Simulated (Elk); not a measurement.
# MnS: spin-resolved bands and density of states

How do the spin channels of MnS fill?

Calculated with Elk 11.2.3 (patched build); PBE with U = 4.00 eV on Mn d; all-electron APW+lo, Dirac cores, scalar-relativistic bands.

The database entry behind the starting cell differs from later determinations by our own check (an axis about 0.2 % short against later determinations), so it need not match the best structure at ambient conditions.

### 1. Set-up

The structure is cubic, space group Fm-3m (No. 225). The conventional cell has a = 5.209 Å, b = 5.209 Å, c = 5.209 Å, α = 90.00°, β = 90.00°, γ = 90.00°. Mn has 6 S at 2.60 Å nearest. S has 6 Mn at 2.60 Å nearest. Farther neighbours and most contacts between anions are not listed.

### 2. Ground-state run

Bands and densities of states are read from a converged potential, so the magnetic state comes first.

This is the lowest of the starts that converged (antiferro q=(0,0,1/2) +-). Its cell is doubled, so bands are folded, the special points are those of the doubled cell and densities of states count per doubled cell.

Moments are seeded by fields in the spheres (the last three columns under atoms), set against the wanted direction and reduced each loop.

The input, elk.in:

```
tasks
  0

xctype
  20

rgkmax
  7.0

nempty
  12

swidth
  0.001837

reducebf
  0.6

epsengy
  1e-05

maxscl
  100

lmaxi
  3

lmaxo
  10

lmaxapw
  10

spinpol
  .true.

sppath
  './'

avec
  0.00000000000 4.92179169159 4.92179169159
  4.92179169159 0.00000000000 4.92179169159
  9.84358338318 9.84358338318 0.00000000000

atoms
  2
  'Mn.in'
  2
  0.0000000000 0.0000000000 0.0000000000   0.000000 0.000000 -0.450000
  0.0000000000 0.0000000000 0.5000000000   0.000000 0.000000 0.450000
  'S.in'
  2
  0.5000000000 0.5000000000 0.2500000000   0.000000 0.000000 0.000000
  0.5000000000 0.5000000000 0.7500000000   0.000000 0.000000 0.000000

ngridk
  8 8 4

dft+u
  1 1
  1 2 0.146997 0.000000
```

Run with:

```
> OMP_NUM_THREADS=4 elk
```

Numbers of over 12 decimals in the logs are rounded to 6 here.

Log:

```text
┌─────────────────────────┐
│ Elk code version 11.2.3 │
└─────────────────────────┘

All units are atomic (Hartree, Bohr, etc.)

┌─────────────────────────────────────────────────┐
│ Ground-state run starting from atomic densities │
└─────────────────────────────────────────────────┘

Lattice vectors :
   0.000000000       4.921791692       4.921791692
   4.921791692       0.000000000       4.921791692
   9.843583383       9.843583383       0.000000000

Species : 1 (Mn)
 parameters loaded from : Mn.in
 name : manganese
 nuclear charge    :   -25.00000000
 electronic charge :    25.00000000
 atomic mass :    100145.9370
 muffin-tin radius :    2.400000000
 number of radial points in muffin-tin :    993
 inner part over the whole radius :   0.9953723401E-02
 number on inner part of muffin-tin    :    700
 approximate nuclear radius :   0.7074591925E-04
 number of mesh points to nuclear radius :    330
 atomic positions (lattice), magnetic fields (Cartesian) :
  1 :   0.00000000  0.00000000  0.00000000    0.00000000  0.00000000 -0.45000000
  2 :   0.00000000  0.00000000  0.50000000    0.00000000  0.00000000  0.45000000

Species : 2 (S)
 parameters loaded from : S.in
 name : sulphur
 nuclear charge    :   -16.00000000
 electronic charge :    16.00000000
 atomic mass :    58450.91931
 muffin-tin radius :    2.200000000
 number of radial points in muffin-tin :    793
 inner part over the whole radius :   0.9890556315E-02
 number on inner part of muffin-tin    :    554
 approximate nuclear radius :   0.6195814986E-04
 number of mesh points to nuclear radius :    251
 atomic positions (lattice), magnetic fields (Cartesian) :
  1 :   0.50000000  0.50000000  0.25000000    0.00000000  0.00000000  0.00000000
  2 :   0.50000000  0.50000000 -0.25000000    0.00000000  0.00000000  0.00000000

Total number of atoms per unit cell :    4
Total muffin-tin volume :    205.0161478
 ratio of muffin-tin to unit cell volume :   0.4298910378

Spin treatment :
 spin-polarised
 global magnetic field (Cartesian) :    0.000000000       0.000000000       0.000000000
 collinear magnetisation in z-direction

Number of Bravais lattice symmetries :   12
Number of crystal symmetries         :   24
Crystal has inversion symmetry
Real symmetric eigensolver will be used

k-point grid :      8     8     4
k-point offset :    0.000000000       0.000000000       0.000000000
k-point set is reduced with full crystal symmetry group
Total number of k-points :       35

Muffin-tin radius times maximum |G+k| :    7.000000000
 using average radius
Maximum |G+k| for APW functions       :    3.043478261
Maximum (1/2)|G+k|²                   :    4.631379962
Maximum |G| for potential and density :    12.00000000
Constant for pseudocharge density :    7
 order of it for each species :   14  14
 order of it for pair densities of each species (exact exchange by exxq0 0: 18) :   11   8
Radial integration step length :    1

G-vector grid sizes :     27    27    54
Number of G-vectors :    13837

Maximum angular momentum used for
 APW functions            :   10
 outer part of muffin-tin :   10
 inner part of muffin-tin :    3

Number of empty states         :     48
Total number of valence states :    140
Total number of core states    :     40

Third-order local-orbitals added for an l without core states : T
Total number of local-orbitals :     56

Exchange-correlation functional :     20     0     0
 Perdew-Burke-Ernzerhof, Phys. Rev. Lett. 77, 3865 (1996)
 gradient requirement :    1
 generalised gradient approximation (GGA)

DFT+U calculation
 fully localised limit (FLL)
 see Phys. Rev. B 52, R5467 (1995)
 species : 1 (Mn), l = 2, U =   0.14699700, J =   0.00000000

Smearing type :    3
 Fermi-Dirac
Smearing width :   0.1837000000E-02
Effective electronic temperature (K) :    580.0787206

Mixing type :    3
 Broyden mixing, J. Phys. A: Math. Gen. 17, L317 (1984)

Kohn-Sham potential initialised from atomic data

┌──────────────────────────────┐
│ Self-consistent loop started │
└──────────────────────────────┘

┌─────────────────┐
│ Loop number : 1 │
└─────────────────┘

Energies :
 Fermi                       :     0.99265790827143E-01
 sum of occupied eigenvalues :     -1805.9939655350
 electron kinetic            :      3149.2364606538
 core electron kinetic       :      2883.7407169072
 Coulomb                     :     -6109.5948756423
 Coulomb potential           :     -4740.6014169392
 nuclear-nuclear             :     -498.90874197774
 electron-nuclear            :     -6494.4798706978
 Hartree                     :      883.79373703327
 Madelung                    :     -3739.2941671727
 xc potential                :     -214.25880534644
 xc effective B-field        :    -0.571382
 external B-field            :      0.000000
 exchange                    :     -152.67483420959
 correlation                 :     -3.498297
 DFT+U                       :     0.605321
 electron entropic           :    -0.19109807019769E-03
 total energy                :     -3115.9264158437
 (external B-field energy excluded from total)

Density of states at Fermi energy :    13.08074937
 (states/Hartree/unit cell)

Estimated indirect band gap :   0.7260840658E-02
 from k-point 3 to k-point 35
Estimated direct band gap   :   0.1378001243E-01
 at k-point 3

Charges :
 core                        :    40.00000000
 valence                     :    42.00000000
 interstitial                :    5.808019089
 muffin-tins (core leakage)
  species : 1 (Mn)
   atom 1                    :    23.57001062     ( -0.2246771906E-06)
   atom 2                    :    23.57001062     ( -0.2246771906E-06)
  species : 2 (S)
   atom 1                    :    14.52597984     (  0.6953090623E-04)
   atom 2                    :    14.52597984     (  0.6953090623E-04)
 total in muffin-tins        :    76.19198091
 total calculated charge     :    81.99986831
 total charge                :    82.00000000
 error                       :   0.1316940132E-03

Moments :
 interstitial                :  -0.3280333455E-16
 muffin-tins
  species : 1 (Mn)
   atom 1                    :    3.864085484
   atom 2                    :   -3.864085484
  species : 2 (S)
   atom 1                    :  -0.3103078740E-23
   atom 2                    :  -0.3103078740E-23
 total in muffin-tins        :  -0.6206157480E-23
 total moment                :  -0.3280334075E-16

[... earlier loops left out ...]

┌──────────────────┐
│ Loop number : 22 │
└──────────────────┘

Energies :
 Fermi                       :     0.238908
 sum of occupied eigenvalues :     -1795.5523214186
 electron kinetic            :      3147.8866521266
 core electron kinetic       :      2883.3694526561
 Coulomb                     :     -6108.0599613235
 Coulomb potential           :     -4741.0372062887
 nuclear-nuclear             :     -498.90874197774
 electron-nuclear            :     -6490.8966923479
 Hartree                     :      881.74547300209
 Madelung                    :     -3737.5413581792
 xc potential                :     -201.62257690351
 xc effective B-field        :    -0.779190
 external B-field            :      0.000000
 exchange                    :     -152.69106860630
 correlation                 :     -3.483653
 DFT+U                       :     0.657004
 electron entropic           :    -0.37613003804461E-11
 total energy                :     -3115.6910271573
 (external B-field energy excluded from total)

Density of states at Fermi energy :   0.5454871363E-07
 (states/Hartree/unit cell)

Estimated indirect band gap :   0.8316750859E-01
 from k-point 34 to k-point 5
Estimated direct band gap   :   0.1027858492
 at k-point 5

Charges :
 core                        :    40.00000000
 valence                     :    42.00000000
 interstitial                :    5.843917690
 muffin-tins (core leakage)
  species : 1 (Mn)
   atom 1                    :    23.45857088     ( -0.2246771995E-06)
   atom 2                    :    23.45857088     ( -0.2246771995E-06)
  species : 2 (S)
   atom 1                    :    14.61947028     (  0.7080698619E-04)
   atom 2                    :    14.61947028     (  0.7080698619E-04)
 total in muffin-tins        :    76.15608231
 total calculated charge     :    81.99986538
 total charge                :    82.00000000
 error                       :   0.1346213783E-03

Moments :
 interstitial                :   0.3034039420E-16
 muffin-tins
  species : 1 (Mn)
   atom 1                    :    4.522988830
   atom 2                    :   -4.522988830
  species : 2 (S)
   atom 1                    :  -0.5694171127E-24
   atom 2                    :  -0.5694171127E-24
 total in muffin-tins        :  -0.1138834225E-23
 total moment                :   0.3034039306E-16

┌──────────────────────────────┐
│ Self-consistent loop stopped │
└──────────────────────────────┘

Wrote STATE.OUT
```

Elapsed: 7.9 min, on 4 threads of Arm Neoverse V1, shared host; peak memory 0.55 GiB; 30 min of CPU time.

Spin moment in the muffin-tin sphere by atom:

| atom | spin moment in the muffin-tin sphere (μB) |
| --- | --- |
| Mn1 | 4.52 |
| Mn2 | -4.52 |
| S3 | 0.00 |
| S4 | 0.00 |

This step gave:

```yaml
density_of_states_at_the_fermi_level: 2.00e-9 states/eV/cell
moment_between_the_spheres: 0 μB
magnetization: 0 μB
final_state: antiferromagnetic
```

### 3. Levels along a path and on the mesh

The potential is kept. Point names follow a standard table for this cell's lattice and can differ from other conventions. The density of states is interpolated from the levels on the mesh (so its value at the Fermi level can differ from the smeared one of the ground-state run), and the bands are solved anew along a path of special points.

elk.in: that of step 2 with these lines changed.

```diff
@@ -1,3 +1,5 @@
 tasks
-  0
+  10
+  20
+  15
 
@@ -48,4 +50,4 @@
   2
-  0.0000000000 0.0000000000 0.0000000000   0.000000 0.000000 -0.450000
-  0.0000000000 0.0000000000 0.5000000000   0.000000 0.000000 0.450000
+  0.0000000000 0.0000000000 0.0000000000   0.000000 0.000000 -0.000450
+  0.0000000000 0.0000000000 0.5000000000   0.000000 0.000000 0.000450
   'S.in'
@@ -61 +63,15 @@
   1 2 0.146997 0.000000
+
+wplot
+  300 60 1
+  -0.35000 0.25000
+
+plot1d
+  7 84
+  0.00000000 0.00000000 0.00000000
+  0.00000000 0.00000000 -0.50000000
+  0.31250000 0.62500000 0.12500000
+  0.31250000 0.68750000 0.50000000
+  0.50000000 0.50000000 0.50000000
+  0.00000000 0.00000000 0.00000000
+  0.34375000 0.68750000 0.68750000
```

Run with:

```
> OMP_NUM_THREADS=4 elk
```

Log:

```text
┌─────────────────────────────────┐
│ Elk code version 11.2.3 started │
└─────────────────────────────────┘

Info(readinput): the functional depends on the density's gradient
 muffin-tin radial points multiplied by    2.00000
 (not where nrmtscf is given)

┌───────────────────┐
│ Current task : 10 │
└───────────────────┘

Info(writedos):
 Total density of states written to TDOS.OUT

 Partial density of states written to PDOS_Sss_Aaaaa.OUT
 for all species and atoms

 Spin-quantisation axis :    0.000000000       0.000000000       1.000000000

 Eigenvalues of a random matrix symmetrised with the site
 symmetries in the Yₗₘ basis written to ELMIREP.OUT for all
 species and atoms. Degenerate eigenvalues correspond to
 irreducible representations of each site symmetry group

 Interstitial density of states written to IDOS.OUT

 Fermi energy is at zero in plots

 DOS units are states/Hartree/unit cell

┌───────────────────┐
│ Current task : 20 │
└───────────────────┘

Info(bandstr):
 Band structure plot written to BAND.OUT

 Fermi energy is at zero in plot

 Vertex location lines written to BANDLINES.OUT

┌───────────────────┐
│ Current task : 15 │
└───────────────────┘

Info(writelsj):
 muffin-tin L, S and J expectation values written to LSJ.OUT

┌──────────────────┐
│ Elk code stopped │
└──────────────────┘
```

Elapsed: 1.8 min, on 4 threads; peak memory 0.91 GiB; 5.6 min of CPU time.

Electronic bands along the path, in eV, zero at the Fermi level; # counts the bands kept:

| point | up #9 | up #10 | up #11 | up #12 | down #9 | down #10 | down #11 | down #12 |
| --- | --- | --- | --- | --- | --- | --- | --- | --- |
| Γ | -1.72 | -1.72 | -1.72 | 2.11 | -1.72 | -1.72 | -1.72 | 2.11 |
| 0.44 of the way | -2.27 | -1.26 | -1.26 | 2.18 | -2.27 | -1.26 | -1.26 | 2.18 |
| T | -2.53 | -0.95 | -0.95 | 1.98 | -2.53 | -0.95 | -0.95 | 1.98 |
| halfway | -2.80 | -2.36 | -1.67 | 2.07 | -2.80 | -2.36 | -1.67 | 2.07 |
| H2 | -3.78 | -2.30 | -1.97 | 2.04 | -3.78 | -2.30 | -1.97 | 2.04 |
| 0.43 of the way | -3.66 | -2.34 | -1.99 | 2.01 | -3.66 | -2.34 | -1.99 | 2.01 |
| H0 | -3.78 | -2.30 | -1.97 | 2.04 | -3.78 | -2.30 | -1.97 | 2.04 |
| 0.55 of the way | -3.50 | -2.38 | -2.14 | 2.17 | -3.50 | -2.38 | -2.14 | 2.17 |
| L | -3.23 | -2.27 | -1.74 | 1.57 | -3.23 | -2.27 | -1.74 | 1.57 |
| halfway | -2.55 | -1.71 | -1.70 | 1.93 | -2.55 | -1.71 | -1.70 | 1.93 |
| Γ | -1.72 | -1.72 | -1.72 | 2.11 | -1.72 | -1.72 | -1.72 | 2.11 |
| halfway | -2.59 | -2.56 | -1.33 | 2.01 | -2.59 | -2.56 | -1.33 | 2.01 |
| S0 | -3.65 | -2.34 | -1.99 | 2.00 | -3.65 | -2.34 | -1.99 | 2.00 |

The density of states has structure finer than the step of the table below, so its rows give means over 0.5 eV, whole bins alone (the curve runs from -9.52 to 6.75 eV). Peaks (eV: height): up = down -5.66: 7.11, -4.63: 4.36, 2.83: 4.37, 3.10: 5.55; Mn1 d up -6.26: 1.03, -5.66: 4.50, -5.01: 3.19, -4.63: 2.71; Mn1 d down 2.34: 2.31, 2.83: 3.06, 3.10: 4.31, 3.37: 2.77; S3 p up = S3 p down -5.66: 0.564, -3.27: 0.44, -2.29: 0.421, -1.74: 0.601.

Density of states against energy, zero at the Fermi level; means over each step; values in states/eV/cell:

| energy (eV) | up = down | Mn1 d up | Mn1 d down | S3 p up = S3 p down |
| --- | --- | --- | --- | --- |
| -7.5 | 0 | 0 | 0 | 0 |
| -7.0 | 0.0317 | 0.00589 | 2.5e-4 | 0.00465 |
| -6.5 | 1.43 | 0.421 | 0.00861 | 0.192 |
| -6.0 | 2.29 | 0.970 | 0.00984 | 0.269 |
| -5.5 | 3.88 | 2.38 | 0.0279 | 0.314 |
| -5.0 | 2.51 | 1.91 | 0.0178 | 0.103 |
| -4.5 | 2.73 | 1.68 | 0.0347 | 0.208 |
| -4.0 | 1.34 | 0.491 | 0.0288 | 0.200 |
| -3.5 | 1.85 | 0.364 | 0.0524 | 0.384 |
| -3.0 | 1.18 | 0.154 | 0.0464 | 0.282 |
| -2.5 | 1.31 | 0.243 | 0.0524 | 0.298 |
| -2.0 | 1.95 | 0.451 | 0.0968 | 0.423 |
| -1.5 | 1.46 | 0.299 | 0.0802 | 0.355 |
| -1.0 | 0.0377 | 0.00646 | 0.00111 | 0.0105 |
| -0.5 | 0 | 0 | 0 | 0 |
| 0.0 | 0 | 0 | 0 | 0 |
| 0.5 | 0 | 0 | 0 | 0 |
| 1.0 | 1.6e-5 | 0 | 5.3e-6 | 0 |
| 1.5 | 0.378 | 0.00800 | 0.193 | 0.00417 |
| 2.0 | 2.01 | 0.0197 | 1.07 | 0.0239 |
| 2.5 | 2.34 | 0.0156 | 1.47 | 0.0408 |
| 3.0 | 3.87 | 0.0199 | 2.88 | 0.0744 |
| 3.5 | 1.87 | 0.00916 | 1.34 | 0.0519 |
| 4.0 | 1.04 | 0.00899 | 0.350 | 0.0457 |
| 4.5 | 1.46 | 0.0174 | 0.284 | 0.0723 |
| 5.0 | 1.04 | 0.0141 | 0.162 | 0.0626 |
| 5.5 | 0.489 | 0.00821 | 0.0486 | 0.0298 |
| 6.0 | 1.15 | 0.0225 | 0.0995 | 0.0733 |

### 4. What came out

```yaml
state: antiferromagnetic
largest_moment: 4.52 μB
```

In words: Right at the Fermi level (the table gives means over its steps) the density of states is 0 states/eV a cell for spin up and 0 for spin down: a gap in both channels. Within the window shown, the centres of the Mn1 d states of the two spins lie 7.3 eV apart, a rough measure of the splitting of the spins, to which the U adds. The state is the lowest of the starts that converged. These are Kohn–Sham levels without spin–orbit coupling.

[Logs and program files are shortened in this print: banners, set-up blocks, solver, clock and traceback lines can be left out without a mark of their own.]

[Logs are printed without paths, hosts, clocks, repeated set-up lines and the standing remarks that a program may print on its own settings, such as how far it seeks lower states.]

[Hosts, paths, dates, database ids (printed as entryN), source tags and the programs' standing remarks are cut or masked in the printed files.]

[Where a cell is said to come from a database of computed structures, the database is the Materials Project.]
